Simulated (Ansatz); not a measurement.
# Starting-point dependence of the GW gap of TiO2 (Rutile)

Aim: G0W0 for TiO2 (Rutile) on several starting functionals, at one mesh, band count and screening cutoff.

Calculated with Ansatz 0.2.0; G0W0 on several functionals, plane waves, PAW.

In doubt: masses and optical values from hybrid runs of this build are listed as unsure (step 5), which bears on the screening that GW takes from such a start.

### 1. The structure

It takes space group P4_2/mnm (No. 136, tetragonal). The conventional cell has a = 4.592 Å, b = 4.592 Å, c = 2.957 Å, α = 90.00°, β = 90.00°, γ = 90.00°. Nearest to Ti lie 6 O at 1.95 to 1.98 Å. Nearest to O lie 3 Ti at 1.95 to 1.98 Å. Farther neighbours and most contacts between anions are not listed.

The cell and positions come from the Crystallography Open Database and are kept as given unless a step says otherwise.

### 2. G0W0 on LDA

G0W0 replaces the xc potential by the self-energy, built once from these orbitals. Only a window of levels is corrected, while the sums run over the empty bands that the input names. This step takes PAW set soft_1 files.

This step: G0W0 on LDA, plane waves, PAW; PAW set soft_1.

The input, input.yaml:

```yaml
crystal:
  lattice:
    - [4.5922, 0.0, 0.0]
    - [0.0, 4.5922, 0.0]
    - [0.0, 0.0, 2.9574]
  atoms:
    - { symbol: Ti, position: [0.0, 0.0, 0.0] }
    - { symbol: Ti, position: [0.5, 0.5, 0.5] }
    - { symbol: O, position: [0.30496, 0.30496, 0.0] }
    - { symbol: O, position: [0.19504, 0.80496, 0.5] }
    - { symbol: O, position: [0.69504, 0.69504, 0.0] }
    - { symbol: O, position: [0.80496, 0.19504, 0.5] }
kpoints:
  mp_grid: { grid: [4, 4, 4] }
hamiltonian:
  xc: lda
  pseudopotentials: { kind: paw, azcp: { folder: soft_1 }, xc_functional: pbe }
scf:
  occupations: { method: fixed }
gw:
  n_empty_bands: 141
  ecut_chi: 100
  qp_bands: [v2, c2]
  qp_kpoints: band_edges
  screening: { model: contour_deformation }
```

Run with:

```console
$ ansatz run input.yaml --threads 2 --pin off --max-ram 73728MiB --backend cuda --events-out ev --progress --plain --runs-dir out --devices 1 --max-vram 13GiB
```

Numbers of over 12 decimals in the logs are rounded to 6 here.

Log:

```text
GPUs: using 1 of 1 available (devices: 1).
Engine: ansatz 0.2.0, x86_64-unknown-linux-gnu
Pseudopotentials: kind: paw
Pseudopotential: Ti, paw, valence charge 12, recommended cutoff 420 eV (normal), soft_1/Ti.paw.azcp
Pseudopotential: O, paw, valence charge 6, recommended cutoff 420 eV (normal), soft_1/O.paw.azcp
Functional definition: SPW92
  exchange = slater_x
  correlation = pw_c
device memory: the entry about to start is reckoned to put 0.7 GiB on a device that reports 29.7 GiB free (of which the cap on the GPU budget leaves the run 13.0 GiB)
GPU FFT provider: cuFFT
GPU libraries: cuBLAS 13.8.2, cuFFT 12.4.0, cuSOLVER 12.3.4
Crystal: 6 atoms, lattice volume = 62.367 Å³
Basis set: ecut = 420 eV, 1217 PW (Γ)
Bands: 30, of which v1, the nominal top of the filled ones, is band 24 counted from 1 (23 counted from 0)
Symmetry: 16 space group operations
Space group: P42/mnm (ITA 136), of the structure as read, at distance tolerance 4.0e-5 Å
k-points: 18 of 64
Non-local potential: Ti, projectors of the file, l = 0: 3, l = 1: 2, l = 2: 3, l = 3: 1
Non-local potential: O, projectors of the file, l = 0: 2, l = 1: 2, l = 2: 1
PAW form: soft (Blöchl's): semilocal exchange-correlation on the pseudo side does not see the compensation charge
PAW frozen core: Ti, regenerated for the run's functional, and the local potential with it (the file was generated under x = pbe(κ = 0.804, μ = 0.219515), c = pbe(β = 0.066725))
PAW frozen core: O, regenerated for the run's functional, and the local potential with it (the file was generated under x = pbe(κ = 0.804, μ = 0.219515), c = pbe(β = 0.066725))
PAW one-centre angular grid: Ti, 590 points (default); XC on 64 Gauss nodes
PAW one-centre angular grid: O, 110 points (default); XC on 64 Gauss nodes
Initial density: superposition of atomic densities (chi_scale 0.1, normalization cell, long waves kept (reshape's long-wave potential 0.00 eV rms))
Initial wavefunctions: pseudopotential atomic-orbital guess
GPU buffer pool allocated for 20480 grid points (all kernels)
GPU transforms: local potential and band sums: pruned to the plane-wave sphere, on 32×32×20
Functional: x = slater, c = lda
SCF iter   1: F=—  HF=-7130.615798 eV  |F-HF|=—  |Δ(HF+E_count)|=         —  Δρ=5.40e-2  dr2=1.68e0  ethr=3.10e-3  ⟨swp⟩=4.1  Hψ=1799  notcnv=0  defer=49
preconditioner: auto → Resta (q_TF=auto, 2.612 Å⁻¹)  ε∞=8.8  [insulator: Δε(μ)=1.909 eV  Ē_g=9.502 eV  n_scr=18 (ndim 8)  ℏωp=26.6 eV  f_vac=0.000  ε∞_Penn≈8.8]
SCF iter   2: F=—  HF=-7130.471178 eV  |F-HF|=—  |Δ(HF+E_count)|=   1.45e-1  Δρ=3.26e-2  dr2=5.42e-1  ethr=3.10e-3  ⟨swp⟩=2.8  Hψ=974  notcnv=0  defer=40
SCF iter   3: F=—  HF=-7130.407790 eV  |F-HF|=—  |Δ(HF+E_count)|=   6.34e-2  Δρ=2.09e-2  dr2=2.90e-1  ethr=1.13e-3  ⟨swp⟩=2.0  Hψ=781  notcnv=0  defer=47
SCF iter   4: F=—  HF=-7130.351233 eV  |F-HF|=—  |Δ(HF+E_count)|=   5.66e-2  Δρ=4.03e-3  dr2=1.03e-2  ethr=6.03e-4  ⟨swp⟩=2.7  Hψ=1007  notcnv=0  defer=32
SCF iter   5: F=—  HF=-7130.351719 eV  |F-HF|=—  |Δ(HF+E_count)|=   4.87e-4  Δρ=1.37e-3  dr2=1.41e-3  ethr=2.14e-5  ⟨swp⟩=2.0  Hψ=567  notcnv=0  defer=70
SCF iter   6: F=—  HF=-7130.351712 eV  |F-HF|=—  |Δ(HF+E_count)|=   7.19e-6  Δρ=2.99e-4  dr2=4.20e-5  ethr=2.95e-6  ⟨swp⟩=2.0  Hψ=766  notcnv=0  defer=63
SCF iter   7: F=—  HF=-7130.351714 eV  |F-HF|=—  |Δ(HF+E_count)|=   2.40e-6  Δρ=4.05e-5  dr2=1.03e-6  ethr=8.75e-8  ⟨swp⟩=2.1  Hψ=780  notcnv=0  defer=18
SCF iter   8: F=-7130.351714 eV  HF=-7130.351714 eV  |F-HF|=3.36e-8  |Δ(HF+E_count)|=   1.13e-7  Δρ=9.54e-6  dr2=5.32e-8  ethr=2.08e-10  ⟨swp⟩=7.3  Hψ=1577  notcnv=0
SCF 1 converged in 8 iterations: F = -7130.351714 eV  dr2 = 5.32e-8
  greatest PAW one-centre occupation: 0.998 electrons in one spin orbital (limit 2), on the Ti atom at site 1 (counted from 0), in its partial waves of l = 0
device memory: the entry about to start is reckoned to put 0.8 GiB (of the 0.9 GiB reckoned in all, the device holds 0.1 GiB already) on a device that reports 29.6 GiB free (of which the cap on the GPU budget leaves the run 13.0 GiB)
NSCF: frozen V_eff on 18 k-points, pencils in batches of 32, up to order 120
the band table was solved once the SCF had ended and its energy, with any forces and stress, was formed, with the checks that follow a solve (2307 applications of the Hamiltonian). They found nothing against the state; the energy, forces and stress were not computed again (output.eigenvalues in the input reference)
device memory: the entry about to start is reckoned to put 1.9 GiB on a device that reports 29.7 GiB free (of which the cap on the GPU budget leaves the run 13.0 GiB)
NSCF: frozen V_eff on 18 k-points
G₀W₀ screening: q 1/18
[... further progress lines ...]
SCF converged after 8 iterations
Free energy (F): -7130.351714 eV
Harris-Foulkes:  -7130.351714 eV  (|F-HF|=3.36e-8)
Internal energy: -7130.351714 eV  (E = F + TS)
E sigma→0 (E₀):  -7130.351714 eV
Fermi energy:    8.699557 eV
--- Per-component energies (eV) ---
  E_band       = -404.296831
  E_kinetic    = 1225.287355
  E_local      = -3197.228355  (includes V_loc(G=0)·N_el)
  E_nonlocal   = 339.260522
  E_hartree    = 1199.755230
  E_xc         = -512.518010
  E_vxc        = -653.009417  (∫ρ·V_xc dr)
  E_paw        = -2588.856209  (= ΣΔE_a)
  E_vpaw       = -518.112124  (= ΣTr[D̂ρ^β])
  E_aug_tail   = 0.002990  (compensation charges beyond the density's cutoff)
  E_ewald      = -3597.094824
  E_core_change = 1.039587  (= ΣΔE_core)
  E_smearing   = -0.000000  (= −TS)
  E_closure    = -0.000000  (closes the sum)
  Σ components = -7130.351714   (vs F -7130.351714, Δ=0.00e0)
--- Band table (eV; the first three rows and the last of 18) ---
  k-point 0: bands = [... 20 lower, 8.0117, 8.2626, 8.2626, 8.6996, 10.5078, 10.7989, 11.0540, 11.1467, ... 2 higher]
  k-point 1: bands = [... 20 lower, 6.9062, 7.2042, 7.2042, 8.2236, 10.8669, 11.2009, 11.4909, 11.8056, ... 2 higher]
  k-point 2: bands = [... 20 lower, 6.2690, 6.2690, 7.2600, 7.2600, 11.6349, 11.6349, 11.8161, 11.8161, ... 2 higher]
  k-point 17: bands = [... 20 lower, 7.4015, 7.4015, 8.0279, 8.0279, 11.2391, 11.2391, 11.8631, 11.8631, ... 2 higher]
--- G₀W₀: contour deformation, 7 samples at zero and on the imaginary axis and 1 off it, 64 q-points, 141 empty bands' worth ---
  eigenvalues of the whole cell's RPA ε∞ on this k-mesh (on a slab, of 1 + 4πα/V) = 7.5916, 7.5916, 9.5384; static W/v taken at q = 0 is 0.116497
  bands read: the sum over 165 bands ends inside a degenerate multiplet in 11 slots, whose members it reads at an even weight; the widest, k=2: bands 165 to 166 (counted from 1) at 1/2 each
  gw.qp_kpoints: band_edges: 14 of 18 stored k-points solved, in 1 pass; an edge of the gap read off the rows below is read off those points alone
    valence top: of the k-points left out ik 7 came nearest to being solved in a further pass, in band 23 (counted from 1, as in the quasiparticle table): it holds the edge there only if its correction is more favourable than any solved in that band by at least 0.825 eV; those differ by 0.148 eV
    conduction bottom: of the k-points left out ik 5 came nearest to being solved in a further pass, in band 26 (counted from 1, as in the quasiparticle table): it holds the edge there only if its correction is more favourable than any solved in that band by at least 0.504 eV; those differ by 0.166 eV
    ik  band        ε_KS         Σx   Σc(E_QP)       V_xc       Z   E_QP_lin       E_QP  E_QP is
     0    23      8.2626   -26.1154     4.5241   -21.6931  0.7193     8.3643     8.3645  root
     0    24      8.6996   -25.9777     4.6518   -21.4367  0.7081     8.8101     8.8104  root
     0    25     10.5078   -13.3440    -7.0499   -22.0403  0.7198    12.2301    12.1542  root
     0    26     10.7989   -13.3353    -6.7329   -21.6158  0.7210    12.4124    12.3465  root
     1    23      7.2042   -25.2165     4.1440   -21.2173  0.7145     7.3486     7.3490  root
     1    24      8.2236   -25.3302     4.7757   -20.6077  0.7039     8.2767     8.2768  root
     1    25     10.8669   -13.4514    -7.1929   -22.2151  0.7084    12.5122    12.4377  root
     1    26     11.2009   -13.9553    -7.2084   -22.8166  0.7117    12.9379    12.8537  root
     2    23      7.2600   -25.6825     4.9441   -20.7352  0.7006     7.2568     7.2568  root
     2    24      7.2600   -25.6825     4.9441   -20.7352  0.7006     7.2568     7.2568  root
     2    25     11.6349   -14.6132    -7.0176   -23.1197  0.6888    13.2032    13.1238  root
     2    26     11.6349   -14.6132    -7.0176   -23.1197  0.6888    13.2032    13.1238  root
     3    23      7.8818   -25.5163     4.5359   -21.0766  0.7081     7.9777     7.9779  root
     3    24      8.4658   -25.8156     4.7463   -21.1452  0.7068     8.5416     8.5417  root
     3    25     10.8104   -13.7020    -6.9325   -22.2266  0.7139    12.4786    12.4025  root
     3    26     11.1269   -13.5887    -6.8137   -21.9090  0.7102    12.7031    12.6336  root
     4    23      7.3547   -24.8272     4.4129   -20.5125  0.7001     7.4527     7.4529  root
     4    24      8.1685   -25.5680     4.8201   -20.7962  0.7041     8.2167     8.2168  root
     4    25     10.8259   -13.3161    -7.1319   -22.0230  0.7119    12.4735    12.4009  root
     4    26     11.5375   -14.2276    -7.2736   -23.1055  0.7007    13.2303    13.1417  root
     6    23      7.9489   -25.4166     4.8227   -20.6299  0.7016     7.9849     7.9850  root
     6    24      7.9489   -25.4166     4.8227   -20.6299  0.7016     7.9849     7.9850  root
     6    25     11.1860   -13.7652    -7.0074   -22.3117  0.7058    12.8023    12.7250  root
     6    26     11.1860   -13.7652    -7.0074   -22.3117  0.7058    12.8023    12.7250  root
[...]
15    23      7.6439   -26.0651     4.6196   -21.4953  0.7196     7.6937     7.6938  root
    15    24      7.6439   -26.0651     4.6196   -21.4953  0.7196     7.6937     7.6938  root
    15    25     10.5528   -13.5332    -6.8828   -22.0456  0.7217    12.2547    12.1825  root
    15    26     10.5528   -13.5332    -6.8828   -22.0456  0.7217    12.2547    12.1825  root
    17    23      8.0279   -26.1596     4.7371   -21.4764  0.7132     8.0817     8.0818  root
    17    24      8.0279   -26.1596     4.7371   -21.4764  0.7132     8.0817     8.0818  root
    17    25     11.2391   -13.8480    -6.9025   -22.2467  0.7021    12.8053    12.7353  root
    17    26     11.2391   -13.8480    -6.9025   -22.2467  0.7021    12.8053    12.7353  root
```

Wall time 8.2 s (1 × NVIDIA H100 80GB HBM3 (shared by 6 runs) with 2 threads of AMD EPYC 7R13 (Zen 3), shared host); peak memory 1.1 GiB.

This step gave:

* bands summed: 165
* RPA ε∞ on this mesh (eigenvalues): 7.592, 7.592, 9.538
* plane waves in the screening matrix: 145
* q-points in the mesh: 64
* G0W0 gap on the mesh: 3.277 eV
* k of the valence top: 0, 0, 0
* k of the conduction bottom: 0, -0.5, -0.5
* starting gap on the mesh: 1.808 eV
* Z at the valence top: 0.7081
* Z at the conduction bottom: 0.7202
* least direct G0W0 gap on the computed points: 3.344 eV

The gap on the mesh goes from 1.81 eV to 3.28 eV, a correction of +1.47 eV, though a band edge has moved to another state.

### 3. G0W0 on PBE

The same correction from a different start measures what one shot leaves open.

This step: G0W0 on PBE, plane waves, PAW; PAW set soft_1.

Edit input.yaml of step 2 so:

```diff
@@ -15,4 +15,4 @@
 hamiltonian:
-  xc: lda
-  pseudopotentials: { kind: paw, azcp: { folder: soft_1 }, xc_functional: pbe }
+  xc: pbe
+  pseudopotentials: { kind: paw, azcp: { folder: soft_1 } }
 scf:
```

Log:

```text
GPUs: using 1 of 1 available (devices: 1).
[...]
GPU FFT provider: cuFFT
GPU libraries: cuBLAS 13.8.2, cuFFT 12.4.0, cuSOLVER 12.3.4
Crystal: 6 atoms, lattice volume = 62.367 Å³
Basis set: ecut = 420 eV, 1217 PW (Γ)
Bands: 30, of which v1, the nominal top of the filled ones, is band 24 counted from 1 (23 counted from 0)
Symmetry: 16 space group operations
[...]
k-points: 18 of 64
[...]
GPU buffer pool allocated for 20480 grid points (all kernels)
[...]
SCF iter   1: F=—  HF=-7277.513915 eV  |F-HF|=—  |Δ(HF+E_count)|=         —  Δρ=6.60e-2  dr2=2.64e0  ethr=3.10e-3  ⟨swp⟩=4.1  Hψ=1721  notcnv=0  defer=50
[...]
SCF iter   9: F=-7277.279843 eV  HF=-7277.279843 eV  |F-HF|=4.91e-11  |Δ(HF+E_count)|=   5.19e-8  Δρ=2.51e-6  dr2=3.14e-9  ethr=2.08e-10  ⟨swp⟩=6.9  Hψ=1529  notcnv=0
SCF 1 converged in 9 iterations: F = -7277.279843 eV  dr2 = 3.14e-9
[...]
NSCF: frozen V_eff on 18 k-points, pencils in batches of 32, up to order 120
[...]
NSCF: frozen V_eff on 18 k-points
G₀W₀ screening: q 1/18
[... further progress lines ...]
SCF converged after 9 iterations
Free energy (F): -7277.279843 eV
[...]
Internal energy: -7277.279843 eV  (E = F + TS)
E sigma→0 (E₀):  -7277.279843 eV
Fermi energy:    9.071151 eV
[...]
--- Band table (eV; the first three rows and the last of 18) ---
  k-point 0: bands = [... 20 lower, 8.3824, 8.6410, 8.6410, 9.0712, 10.9662, 11.2760, 11.4978, 11.5890, ... 2 higher]
  k-point 1: bands = [... 20 lower, 7.2986, 7.6037, 7.6037, 8.6092, 11.3173, 11.6462, 11.9241, 12.2275, ... 2 higher]
  k-point 2: bands = [... 20 lower, 6.7144, 6.7144, 7.6506, 7.6506, 12.0554, 12.0554, 12.2526, 12.2526, ... 2 higher]
  k-point 17: bands = [... 20 lower, 7.7971, 7.7971, 8.4049, 8.4049, 11.6817, 11.6817, 12.2981, 12.2981, ... 2 higher]
[...]
0    23      8.6410   -26.2010     4.6086   -21.5703  0.7200     8.6189     8.6189  root
     0    24      9.0712   -26.1163     4.7754   -21.3290  0.7086     9.0592     9.0593  root
     0    25     10.9662   -13.3537    -6.9632   -21.7083  0.7191    12.4081    12.3575  root
     0    26     11.2760   -13.3679    -6.6575   -21.3217  0.7202    12.6160    12.5723  root
     1    23      7.6037   -25.2849     4.2369   -21.0250  0.7150     7.5807     7.5807  root
     1    24      8.6092   -25.5036     4.9060   -20.5165  0.7043     8.5281     8.5283  root
     1    25     11.3173   -13.4437    -7.1232   -21.8917  0.7075    12.6923    12.6421  root
     1    26     11.6462   -13.9505    -7.1147   -22.4896  0.7116    13.1285    13.0706  root
[...]
17    23      8.4049   -26.2457     4.8296   -21.3387  0.7137     8.3274     8.3276  root
    17    24      8.4049   -26.2457     4.8296   -21.3387  0.7137     8.3274     8.3276  root
    17    25     11.6817   -13.8504    -6.8446   -21.9685  0.7015    13.0039    12.9552  root
    17    26     11.6817   -13.8504    -6.8446   -21.9685  0.7015    13.0039    12.9552  root
```

Wall time 11 s (1 × NVIDIA H100 80GB HBM3 (shared by 6 runs) with 2 threads); peak memory 1.1 GiB.

This step gave:

```yaml
bands_summed: 165
rpa_eps_infinity_on_this_mesh_eigenvalues: 7.307, 7.307, 9.117
plane_waves_in_the_screening_matrix: 145
q_points_in_the_mesh: 64
g0w0_gap_on_the_mesh: 3.233 eV
k_of_the_valence_top: 0, 0, 0
k_of_the_conduction_bottom: 0, -0.5, -0.5
starting_gap_on_the_mesh: 1.895 eV
z_at_the_valence_top: 0.7086
z_at_the_conduction_bottom: 0.7190
least_direct_g0w0_gap_on_the_computed_points: 3.298 eV
```

Against the run with 4×4×4 mesh, 141 empty bands, screening to 100 eV, PAW set soft_1 files on LDA, the gap moves by −0.04 eV, while the start moved by +0.09 eV.

### 4. G0W0 on r2SCAN

This step: G0W0 on r2SCAN, plane waves, PAW; PAW set soft_1.

Edit input.yaml of step 3 so:

```diff
@@ -15,3 +15,3 @@
 hamiltonian:
-  xc: pbe
+  xc: r2scan
   pseudopotentials: { kind: paw, azcp: { folder: soft_1 } }
```

Log:

```text
GPUs: using 1 of 1 available (devices: 1).
[...]
GPU FFT provider: cuFFT
GPU libraries: cuBLAS 13.8.2, cuFFT 12.4.0, cuSOLVER 12.3.4
Crystal: 6 atoms, lattice volume = 62.367 Å³
Basis set: ecut = 500 eV, 1559 PW (Γ), exchange–correlation on 144×144×96 points (64 copies of the dense FFT grid, shifted against one another)
Bands: 30, of which v1, the nominal top of the filled ones, is band 24 counted from 1 (23 counted from 0)
[...]
1    26     11.6667   -13.8188    -6.9805   -22.1005  0.7224    13.0084    12.9678  root
[...]
17    23      8.0405   -26.2818     4.7092   -21.7571  0.7268     8.2244     8.2250  root
    17    24      8.0405   -26.2818     4.7092   -21.7571  0.7268     8.2244     8.2250  root
    17    25     11.6834   -13.6591    -6.8016   -21.6486  0.7125    12.9072    12.8713  root
    17    26     11.6834   -13.6591    -6.8016   -21.6486  0.7125    12.9072    12.8713  root
[key lines of the parts left out:]
SCF converged after 8 iterations
Free energy (F): -7292.561772 eV
Fermi energy:    8.741742 eV
```

Run time: 9.5 s. Hardware: 1 × NVIDIA H100 80GB HBM3 (shared by 6 runs) with 2 threads; peak memory 1.3 GiB.

Numbers from this step:

- bands summed: 165
- RPA ε∞ on this mesh (eigenvalues): 6.380, 6.380, 7.852
- plane waves in the screening matrix: 145
- G0W0 gap on the mesh: 3.202 eV
- k of the valence top: 0, 0, 0
- k of the conduction bottom: 0, -0.5, -0.5
- starting gap on the mesh: 2.232 eV
- least direct G0W0 gap on the computed points: 3.254 eV

Against the run with 4×4×4 mesh, 141 empty bands, screening to 100 eV, PAW set soft_1 files on PBE, the gap moves by −0.03 eV, while the start moved by +0.34 eV.

### 5. G0W0 on HSE06

This step: G0W0 on HSE06, plane waves, PAW; PAW set soft_1.

Edit input.yaml of step 4 so:

```diff
@@ -15,3 +15,3 @@
 hamiltonian:
-  xc: r2scan
+  xc: hse06
   pseudopotentials: { kind: paw, azcp: { folder: soft_1 } }
```

Log:

```text
GPUs: using 1 of 1 available (devices: 1).
[...]
davidson cushion auto → on  (no smearing: the cushion is to keep the highest requested band from converging to the state above it; pin scf.eigensolver.cushion to override)
[...]
GPU FFT provider: cuFFT
GPU libraries: cuBLAS 13.8.2, cuFFT 12.4.0, cuSOLVER 12.3.4
Crystal: 6 atoms, lattice volume = 62.367 Å³
Basis set: ecut = 420 eV, 1217 PW (Γ)
[...]
1    25     11.9116   -12.7289    -6.5764   -20.0461  0.7543    12.6608    12.6524  root
     1    26     12.2577   -13.4471    -6.4202   -20.7124  0.7593    13.1134    13.1028  root
[...]
17    23      7.3734   -26.3306     4.4567   -22.4008  0.7604     7.8970     7.9003  root
    17    24      7.3734   -26.3306     4.4567   -22.4008  0.7604     7.8970     7.9003  root
    17    25     12.2839   -13.0895    -6.3713   -20.1977  0.7504    13.0294    13.0207  root
    17    26     12.2839   -13.0895    -6.3713   -20.1977  0.7504    13.0294    13.0207  root
[key lines of the parts left out:]
Free energy (F): -7275.816518 eV
Fermi energy:    8.120021 eV
```

Elapsed: 33 s, on 1 × NVIDIA H100 80GB HBM3 (shared by 6 runs) with 2 threads; peak memory 1.6 GiB; 33 s of CPU time.

Numbers from this step:

```
bands summed                                 : 165
RPA ε∞ on this mesh (eigenvalues)            : 5.002, 5.002, 5.993
plane waves in the screening matrix          : 145
G0W0 gap on the mesh                         : 3.579 eV
k of the valence top                         : 0, 0, 0
k of the conduction bottom                   : 0, -0.5, -0.5
starting gap on the mesh                     : 3.400 eV
least direct G0W0 gap on the computed points : 3.633 eV
```

Against the run with 4×4×4 mesh, 141 empty bands, screening to 100 eV, PAW set soft_1 files on r2SCAN, the gap moves by +0.38 eV, while the start moved by +1.17 eV.

(Continued in part 2 of 2.)

[Paths, hosts, dates, memory and timing lines, banners, echoed tables and standing remarks are left out of the program output.]

[Logs are printed without paths, hosts, clocks, repeated set-up lines and the standing remarks that a program may print on its own settings, such as how far it seeks lower states.]

[Runs of the session that timed out or met a known fault of the program may be left out.]

[Cells called generated may have been cut or substituted from an entry of the Crystallography Open Database or the Materials Project.]

[Hosts, paths, dates, database ids (printed as entryN), source tags and the programs' standing remarks are cut or masked in the printed files.]
